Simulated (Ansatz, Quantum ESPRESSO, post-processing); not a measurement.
# Thickness dependence of 1T-HfO2, part 2 of 2

What does each added layer of 1T-HfO2 bring in screening, and what does it do to the gap?

Quantum ESPRESSO 7.5; plane-wave DFT, PBEsol, GBRV ultrasoft pseudopotentials; geometry by Ansatz 0.2.0 with PAW datasets.

So far. Step 6 (Potential by pp.x, 1 layer): The slope in the vacuum is 0.100 eV/Å for an applied 0.10 V/Å, as it should be. Step 7 (Band structure, 1 layer: no field): Along this path the valence top lies between K and Γ and the conduction bottom at M.

### 12. SCF with pw.x, 2 layers: field 0.1 V/Å

The input, n2.f1.in:

```
&control
  prefix = 'n2.f1'
  outdir = './out'
  pseudo_dir = './pseudo'
  calculation = 'scf'
  tprnfor = .true.
  tefield = .true.
  dipfield = .true.
/
&system
  ibrav = 0
  nat = 6
  ntyp = 2
  ecutwfc = 40
  ecutrho = 200
  occupations = 'smearing'
  smearing = 'fd'
  degauss = 0.004
  edir = 3
  emaxpos = 0.97
  eopreg = 0.04
  eamp = 0.00194469
  nbnd = 28
/
&electrons
  conv_thr = 1e-09
  mixing_beta = 0.4
  electron_maxstep = 120
  mixing_mode = 'plain'
  startingpot = 'file'
/
ATOMIC_SPECIES
  O   15.9990  o_pbesol_v1.2.uspp.F.UPF
  Hf  178.4900  hf_pbesol_v1.uspp.F.UPF
CELL_PARAMETERS angstrom
  3.24076296917132 0.00000000000000 0.00000000000000
  -1.62038148458566 2.80658305894625 0.00000000000000
  0.00000000000000 0.00000000000000 25.33718175170000
ATOMIC_POSITIONS crystal
  O   0.666666666667 0.333333333333 0.368695572872
  Hf  -0.000000000000 -0.000000000000 0.407132733633
  O   0.333333333333 0.666666666667 0.445493134972
  O   0.666666666667 0.333333333333 0.554506865983
  Hf  0.000000000000 0.000000000000 0.592867265124
  O   0.333333333333 0.666666666667 0.631304427416
K_POINTS automatic
  12 12 1 0 0 0
```

Command:

```sh
$ cp -r out/n2.f0.save out/n2.f1.save
$ OMP_NUM_THREADS=1 mpirun -n 4 pw.x -nk 4 -in n2.f1.in > n2.f1.out
```

The job ended after 1.9 min (4 MPI ranks of Intel Xeon Platinum 8259CL at 2.50GHz (Skylake/Cascade Lake), shared host; peak memory 1 GiB; 7.7 min of CPU time).

This step gave:

| Quantity | Value |
| --- | --- |
| free energy | -6079.9580 eV |
| Fermi energy | 0.2332 eV |
| dipole along the normal | 0.02952 e·Å |
| valence top, on the run's zero | -2.402 eV |
| conduction bottom, on the run's zero | 2.178 eV |
| gap by band count | 4.580 eV |

### 13. Electrostatic potential, 2 layers

The input, n2.f1.pot.in:

```
&inputpp
  prefix = 'n2.f1'
  outdir = './out'
  filplot = 'n2.f1.pot.dat'
  plot_num = 11
/
```

Command:

```sh
$ OMP_NUM_THREADS=1 mpirun -n 4 pp.x -in n2.f1.pot.in > n2.f1.pot.out
```

Run time: 2.1 s. Hardware: 4 MPI ranks; peak memory 0.22 GiB; 7.4 s of CPU time.

This step gave:

```
slope of the potential above                                          : 0.1000 eV/Å
upper vacuum line continued to the top atoms, over the valence top    : 7.931 eV
slope of the potential below                                          : 0.09999 eV/Å
lower vacuum line continued to the bottom atoms, over the valence top : 7.854 eV
```

The slope in the vacuum is 0.100 eV/Å for an applied 0.10 V/Å, as it should be.

### 14. Band structure, 2 layers: no field

n2.f0.bands.in is the input of step 12 with these lines changed:

```diff
@@ -1,7 +1,6 @@
 &control
-  prefix = 'n2.f1'
+  prefix = 'n2.f0.bands'
   outdir = './out'
   pseudo_dir = './pseudo'
-  calculation = 'scf'
-  tprnfor = .true.
+  calculation = 'bands'
   tefield = .true.
@@ -21,3 +20,3 @@
   eopreg = 0.04
-  eamp = 0.00194469
+  eamp = 0.0
   nbnd = 28
@@ -25,7 +24,6 @@
 &electrons
-  conv_thr = 1e-09
+  conv_thr = 1e-07
   mixing_beta = 0.4
   electron_maxstep = 120
-  mixing_mode = 'plain'
-  startingpot = 'file'
+  mixing_mode = 'local-TF'
 /
@@ -45,3 +43,7 @@
   O   0.333333333333 0.666666666667 0.631304427416
-K_POINTS automatic
-  12 12 1 0 0 0
+K_POINTS crystal_b
+4
+  0.0000000000 0.0000000000 0.0000000000 12
+  0.5000000000 0.0000000000 0.0000000000 12
+  0.3333333333 0.3333333333 0.0000000000 12
+  0.0000000000 0.0000000000 0.0000000000 1
```

Command:

```sh
$ cp -r out/n2.f0.save out/n2.f0.bands.save
$ cp out/n2.f0.xml out/n2.f0.bands.xml
$ OMP_NUM_THREADS=1 mpirun -n 4 pw.x -nk 4 -in n2.f0.bands.in > n2.f0.bands.out
```

Run time: 30 s. Hardware: 4 MPI ranks; peak memory 0.41 GiB; 2 min of CPU time.

Read from the output:

- dipole along the normal: 0 e·Å
- valence top, on the run's zero: -2.471 eV
- conduction bottom, on the run's zero: 2.193 eV
- gap by band count: 4.665 eV

Band numbers count within the set of bands kept for display. Electronic bands along the path, in eV, zero at the highest filled level of the SCF mesh; v1 is the highest filled band, c1 the lowest empty one:

```
  point     v4     v3     v2     v1    c1    c2    c3    c4
      Γ  -0.29  -0.29  -0.25  -0.25  5.08  5.08  5.12  5.12
halfway  -0.88  -0.82  -0.17  -0.04  4.87  5.03  6.21  6.24
      M  -1.02  -0.96  -0.59  -0.29  4.68  4.88  5.96  6.14
halfway  -1.19  -1.05  -0.57  -0.42  4.89  5.17  5.99  6.11
      K  -1.05  -1.05  -0.77  -0.61  4.83  5.23  6.33  6.33
halfway  -1.29  -1.24  -0.04   0.00  5.43  5.46  5.57  5.73
      Γ  -0.29  -0.29  -0.25  -0.25  5.08  5.08  5.12  5.12
```

Along this path the valence top lies between K and Γ and the conduction bottom at M.

### 15. Polarisability from the dipole between 0 and 0.1 V/A, 2 layers

This step gave:

- polarisability a cell: 4.251 Å³
- sheet polarisability 4πα/A: 5.873 Å

The change of the potential energy, second field less first by z:

```
z (Å)  change of the potential energy, second field less first (eV)
    0                                                        -0.486
    1                                                        -0.873
    2                                                        -0.773
    3                                                        -0.673
    4                                                        -0.573
    5                                                        -0.473
    6                                                        -0.373
    7                                                        -0.273
    8                                                        -0.179
    9                                                        -0.116
   10                                                       -0.0940
   11                                                       -0.0795
   12                                                       -0.0462
   13                                                        0.0247
   14                                                        0.0715
   15                                                        0.0892
   16                                                         0.106
   17                                                         0.152
   18                                                         0.241
   19                                                         0.340
   20                                                         0.440
   21                                                         0.540
   22                                                         0.640
   23                                                         0.740
   24                                                         0.840
   25                                                         0.128
```

### 16. Geometry from Ansatz, 3 layers

Level of this step: plane-wave DFT, PBE-D3(BJ), Ansatz PAW (Ansatz 0.2.0).

System of this step: 1T-HfO2, 3 layers, AA stacking. The cell holds 9 atoms: 6 O and 3 Hf. Its edges and angles: a = 3.240 Å, b = 3.240 Å, c = 31.156 Å, α = 90.0°, β = 90.0°, γ = 120.0°. It derives from HfO2. Vacuum lies along c.

The input, input.yaml:

```yaml
crystal:
  lattice:
    - [3.24, 0.0, 0.0]
    - [-1.62, 2.8059223083, 0.0]
    - [0.0, 0.0, 31.1557726276]
  atoms:
    - { symbol: O, position: [0.6666666667, 0.3333333333, 0.2728226355] }
    - { symbol: Hf, position: [0.0, 0.0, 0.313241965] }
    - { symbol: O, position: [0.3333333333, 0.6666666667, 0.3536612944] }
    - { symbol: O, position: [0.6666666667, 0.3333333333, 0.4595806706] }
    - { symbol: Hf, position: [0.0, 0.0, 0.5] }
    - { symbol: O, position: [0.3333333333, 0.6666666667, 0.5404193294] }
    - { symbol: O, position: [0.6666666667, 0.3333333333, 0.6463387056] }
    - { symbol: Hf, position: [0.0, 0.0, 0.686758035] }
    - { symbol: O, position: [0.3333333333, 0.6666666667, 0.7271773645] }
kpoints:
  mp_grid: { grid: [12, 12, 1] }
hamiltonian:
  xc: pbe
  dispersion: d3bj
scf:
  occupations: { method: fermi_dirac, width: 0.05 }
  convergence: { dr2_threshold: 1.0e-08 }
efield:
  axis: 3
  dipole_correction: true
  ramp_position: 0.97
  ramp_width: 0.04
relax:
  f_tol: 0.01
  cell: { fix: [c, alpha, beta] }
output:
  write_potential: true
  write_density: true
  volumetric_format: npy
```

Command:

```sh
$ ansatz run input.yaml --threads 4 --pin off --max-ram 8192MiB --backend cpu --events-out ev --progress --plain --runs-dir out
```

Wall time 2.3 min (4 threads); peak memory 0.98 GiB.

Step by step:

```
step  energy less that of the first step (eV)  largest force component (eV/Å)  pressure (GPa)  volume (Å³)
   1                                   0.0000                          4.0643          -10.86       283.24
   2                                  -3.3483                          1.4199           -3.36       280.39
   3                                  -3.6988                          0.3608            1.39       280.79
   4                                  -3.7440                          0.0344           -0.52       284.59
   5                                  -3.7777                          0.0852           -0.43       283.56
   6                                  -3.8101                          0.0326           -0.20       283.22
   7                                  -3.8373                          0.0214           -0.11       283.08
   8                                  -3.8550                          0.0149           -0.05       283.14
   9                                  -3.8558                          0.0257            0.09       283.36
  10                                  -3.8570                          0.0075           -0.02       283.27
 11*                                  -3.8571                          0.0075           -0.01       283.27
```

Relaxation steps marked * repeat the geometry before them on a plane-wave basis chosen anew for their cell, so energy and pressure can jump there.

```
cell as run  before  after  change
      a (Å)   3.240  3.240  +0.0 %
      b (Å)   3.240  3.240  +0.0 %
```

The atoms that moved most (Å, along periodic axes as changes of fractional coordinates times the final cell, across vacuum about the mean position):

```
atom     dx     dy      dz  length
  O9  0.000  0.000  -1.409   1.409
  O1  0.000  0.000   1.409   1.409
 Hf8  0.000  0.000  -1.125   1.125
 Hf2  0.000  0.000   1.125   1.125
  O7  0.000  0.000  -0.838   0.838
  O3  0.000  0.000   0.838   0.838
  O4  0.000  0.000   0.287   0.287
  O6  0.000  0.000  -0.287   0.287
```

Numbers from this step:

```
free energy                                                      : -50584.3054 eV
Fermi energy                                                     : 2.455 eV
gap by band count                                                : 4.612 eV
dipole along the normal                                          : 2.81e-6 e·Å
vacuum level at the upper face over a Fermi level inside the gap : 5.466 eV
vacuum level at the lower face over a Fermi level inside the gap : 5.466 eV
```

### 17. Ground state, 3 layers: no field

Level of this step: plane-wave DFT, PBEsol, GBRV ultrasoft pseudopotentials (Quantum ESPRESSO 7.5).

The input, n3.f0.in:

```
&control
  prefix = 'n3.f0'
  outdir = './out'
  pseudo_dir = './pseudo'
  calculation = 'scf'
  tprnfor = .true.
  tefield = .true.
  dipfield = .true.
/
&system
  ibrav = 0
  nat = 9
  ntyp = 2
  ecutwfc = 40
  ecutrho = 200
  occupations = 'smearing'
  smearing = 'fd'
  degauss = 0.004
  edir = 3
  emaxpos = 0.97
  eopreg = 0.04
  eamp = 0.0
  nbnd = 40
/
&electrons
  conv_thr = 1e-09
  mixing_beta = 0.4
  electron_maxstep = 120
  mixing_mode = 'plain'
/
ATOMIC_SPECIES
  O   15.9990  o_pbesol_v1.2.uspp.F.UPF
  Hf  178.4900  hf_pbesol_v1.uspp.F.UPF
CELL_PARAMETERS angstrom
  3.24017076568500 0.00000000000000 -0.00000000000000
  -1.62008538284250 2.80607019568289 0.00000000000000
  -0.00000000000000 -0.00000000000000 31.15577262760000
ATOMIC_POSITIONS crystal
  O   0.666666666667 0.333333333333 0.318059455057
  Hf  -0.000000000000 0.000000000000 0.349340499747
  O   0.333333333333 0.666666666667 0.380552879540
  O   0.666666666667 0.333333333333 0.468799236545
  Hf  -0.000000000000 0.000000000000 0.500000307215
  O   0.333333333333 0.666666666667 0.531201383163
  O   0.666666666667 0.333333333333 0.619446809831
  Hf  0.000000000000 -0.000000000000 0.650659191107
  O   0.333333333333 0.666666666667 0.681940237794
K_POINTS automatic
  12 12 1 0 0 0
```

Command:

```sh
$ OMP_NUM_THREADS=1 mpirun -n 4 pw.x -nk 4 -in n3.f0.in > n3.f0.out
```

Run time: 4.3 min. Hardware: 4 MPI ranks; peak memory 1.4 GiB.

This step gave:

- free energy: -9119.9334 eV
- Fermi energy: 1.353 eV
- dipole along the normal: 0 e·Å
- valence top, on the run's zero: -1.256 eV
- conduction bottom, on the run's zero: 3.345 eV
- gap by band count: 4.601 eV

### 18. Electrostatic potential, 3 layers

The input, n3.f0.pot.in:

```
&inputpp
  prefix = 'n3.f0'
  outdir = './out'
  filplot = 'n3.f0.pot.dat'
  plot_num = 11
/
```

Command:

```sh
$ OMP_NUM_THREADS=1 mpirun -n 4 pp.x -in n3.f0.pot.in > n3.f0.pot.out
```

Elapsed: 2.3 s, on 4 MPI ranks; peak memory 0.62 GiB.

Read from the output:

| Property | Result |
| --- | --- |
| slope of the potential above | 4.11e-6 eV/Å |
| upper vacuum line continued to the top atoms, over the valence top | 7.933 eV |
| slope of the potential below | 3.18e-6 eV/Å |
| lower vacuum line continued to the bottom atoms, over the valence top | 7.933 eV |
| vacuum level at the upper face over the valence top of the mesh | 7.933 eV |
| vacuum level at the lower face over the valence top of the mesh | 7.933 eV |

### 19. SCF with pw.x, 3 layers: field 0.1 V/Å

n3.f1.in is the input of step 17 with these lines changed:

```diff
@@ -1,3 +1,3 @@
 &control
-  prefix = 'n3.f0'
+  prefix = 'n3.f1'
   outdir = './out'
@@ -21,3 +21,3 @@
   eopreg = 0.04
-  eamp = 0.0
+  eamp = 0.00194469
   nbnd = 40
@@ -29,2 +29,3 @@
   mixing_mode = 'plain'
+  startingpot = 'file'
 /
```

Command:

```sh
$ cp -r out/n3.f0.save out/n3.f1.save
$ OMP_NUM_THREADS=1 mpirun -n 4 pw.x -nk 4 -in n3.f1.in > n3.f1.out
```

Elapsed: 3.4 min, on 4 MPI ranks; peak memory 1.1 GiB; 13 min of CPU time.

Numbers from this step:

```
free energy                          : -9119.9356 eV
Fermi energy                         : 1.244 eV
dipole along the normal              : 0.04414 e·Å
valence top, on the run's zero       : -1.110 eV
conduction bottom, on the run's zero : 3.284 eV
gap by band count                    : 4.394 eV
```

### 20. Potential by pp.x, 3 layers

The input, n3.f1.pot.in:

```
&inputpp
  prefix = 'n3.f1'
  outdir = './out'
  filplot = 'n3.f1.pot.dat'
  plot_num = 11
/
```

Command:

```sh
$ OMP_NUM_THREADS=1 mpirun -n 4 pp.x -in n3.f1.pot.in > n3.f1.pot.out
```

Elapsed: 2 s, on 4 MPI ranks; peak memory 0.23 GiB; 7.4 s of CPU time.

Read from the output:

| Item | Value |
| --- | --- |
| slope of the potential above | 0.1000 eV/Å |
| upper vacuum line continued to the top atoms, over the valence top | 7.937 eV |
| slope of the potential below | 0.1000 eV/Å |
| lower vacuum line continued to the bottom atoms, over the valence top | 7.681 eV |

The slope in the vacuum is 0.100 eV/Å for an applied 0.10 V/Å, as it should be.

### 21. Bands along a path, 3 layers: no field

n3.f0.bands.in is the input of step 19 with these lines changed:

```diff
@@ -1,7 +1,6 @@
 &control
-  prefix = 'n3.f1'
+  prefix = 'n3.f0.bands'
   outdir = './out'
   pseudo_dir = './pseudo'
-  calculation = 'scf'
-  tprnfor = .true.
+  calculation = 'bands'
   tefield = .true.
@@ -21,3 +20,3 @@
   eopreg = 0.04
-  eamp = 0.00194469
+  eamp = 0.0
   nbnd = 40
@@ -25,7 +24,6 @@
 &electrons
-  conv_thr = 1e-09
+  conv_thr = 1e-07
   mixing_beta = 0.4
   electron_maxstep = 120
-  mixing_mode = 'plain'
-  startingpot = 'file'
+  mixing_mode = 'local-TF'
 /
@@ -48,3 +46,7 @@
   O   0.333333333333 0.666666666667 0.681940237794
-K_POINTS automatic
-  12 12 1 0 0 0
+K_POINTS crystal_b
+4
+  0.0000000000 0.0000000000 0.0000000000 12
+  0.5000000000 0.0000000000 0.0000000000 12
+  0.3333333333 0.3333333333 0.0000000000 12
+  0.0000000000 0.0000000000 0.0000000000 1
```

Command:

```sh
$ cp -r out/n3.f0.save out/n3.f0.bands.save
$ cp out/n3.f0.xml out/n3.f0.bands.xml
$ OMP_NUM_THREADS=1 mpirun -n 4 pw.x -nk 4 -in n3.f0.bands.in > n3.f0.bands.out
```

Run time: 80 s. Hardware: 4 MPI ranks; peak memory 0.54 GiB; 5.3 min of CPU time.

Read from the output:

| Item | Value |
| --- | --- |
| dipole along the normal | 0 e·Å |
| valence top, on the run's zero | -1.244 eV |
| conduction bottom, on the run's zero | 3.345 eV |
| gap by band count | 4.589 eV |

Band numbers count within the set of bands kept for display. Electronic bands along the path, in eV, zero at the highest filled level of the SCF mesh; v1 is the highest filled band, c1 the lowest empty one:

```
  point     v4     v3     v2     v1    c1    c2    c3    c4
      Γ  -0.30  -0.28  -0.28  -0.24  5.04  5.04  5.07  5.07
halfway  -0.85  -0.24  -0.13  -0.04  4.80  4.92  5.03  6.17
      M  -0.98  -0.70  -0.46  -0.26  4.60  4.74  4.88  5.90
halfway  -1.05  -0.63  -0.52  -0.42  4.79  4.99  5.19  5.93
      K  -1.06  -0.84  -0.72  -0.62  4.70  4.99  5.28  6.28
halfway  -1.27  -0.09  -0.05  -0.03  5.38  5.40  5.44  5.50
      Γ  -0.30  -0.28  -0.28  -0.24  5.04  5.04  5.07  5.07
```

Along this path the valence top lies between K and Γ and the conduction bottom at M.

### 22. Polarisability from the dipole between 0 and 0.1 V/A, 3 layers

Numbers from this step:

- polarisability a cell: 6.356 Å³
- sheet polarisability 4πα/A: 8.784 Å

The change of the potential energy, second field less first by z:

z (Å), change of the potential energy, second field less first (eV) and a bar from the least value:
```
        0      -0.56 #######
        1      -1.02 
        2      -0.92 #
        3      -0.82 ###
        4      -0.72 ####
        5      -0.62 ######
        6      -0.52 #######
        7      -0.42 #########
        8      -0.32 ##########
        9      -0.23 ############
       10      -0.19 ############
       11      -0.18 ############
       12      -0.16 #############
       13      -0.11 ##############
       14      -0.04 ###############
       15      -0.01 ###############
       16       0.01 ###############
       17       0.03 ################
       18       0.09 #################
       19       0.15 #################
       20       0.17 ##################
       21       0.19 ##################
       22       0.22 ##################
       23       0.31 ####################
       24       0.40 #####################
       25       0.50 #######################
       26       0.60 ########################
       27       0.70 ##########################
       28       0.80 ###########################
       29       0.90 #############################
       30       1.00 ##############################
       31      -0.29 ###########
```

### 23. The series side by side

All levels:

```
   level  sheet polarisability (Å)  gap without a field (eV)  vacuum over the valence top of the mesh (eV)  CPU time (s)
 1 layer                     2.954                     4.815                                         7.953         339.6
2 layers                     5.873                     4.665                                         7.961          1051
3 layers                     8.784                     4.589                                         7.933          1836
```

### 24. A check by hand

From 2 to 3 layers, over the growth of the distance between the outermost mean planes: (8.784 − 5.873) Å / 4.682 Å = 0.622 = 1 − 1/ε, so ε = 2.6.

### 25. Results

```json
{"4πα/A of 1 layer": "2.95 Å", "gap along the path, 1 layer": "4.82 eV", "Kohn-Sham ionisation potential, 1 layer": "7.95 eV", "4πα/A of 2 layers": "5.87 Å", "gap along the path, 2 layers": "4.66 eV", "Kohn-Sham ionisation potential, 2 layers": "7.94 eV", "4πα/A of 3 layers": "8.78 Å", "gap along the path, 3 layers": "4.59 eV", "Kohn-Sham ionisation potential, 3 layers": "7.92 eV"}
```

What this shows: The sheet polarisability 4πα/A grows as 2.95, 5.87 and 8.78 Å for 1, 2 and 3 layers (PBEsol, GBRV ultrasoft). The last layer adds 4.68 Å between the outermost mean planes and 2.91 Å of 4πα/A; 1 − 1/ε = 0.622 gives ε = 2.6 along the normal for the stacked crystal at this spacing. The gap runs 4.82, 4.66 and 4.59 eV, falling with each layer as bands that reach between the layers split. The single layer was relaxed under plain PBE (a = 3.252 Å), the stacks with a dispersion correction (a = 3.241 Å for two layers), so the first step mixes stacking with a strain of -0.3 %. The nearest atoms of neighbouring layers lie 3.33 Å apart. One stacking was chosen. The ions are clamped in the field. Semilocal gaps are too small and shrink less with thickness than quasiparticle gaps, which also feel the screening by neighbours. Spin-orbit coupling is left out; depending on the atoms that carry the levels of interest, it can split and shift them by tenths of an eV to an eV or more.

[Logs are printed without paths, hosts, clocks, repeated set-up lines and the standing remarks that a program may print on its own settings, such as how far it seeks lower states.]

[Hosts, paths, dates, database ids (printed as entryN), source tags and the programs' standing remarks are cut or masked in the printed files.]

[Maps of the electrostatic potential energy from Ansatz leave out the sawtooth potential of an applied field or a dipole correction, so their vacuum need not be flat; planar profiles and work functions include it.]
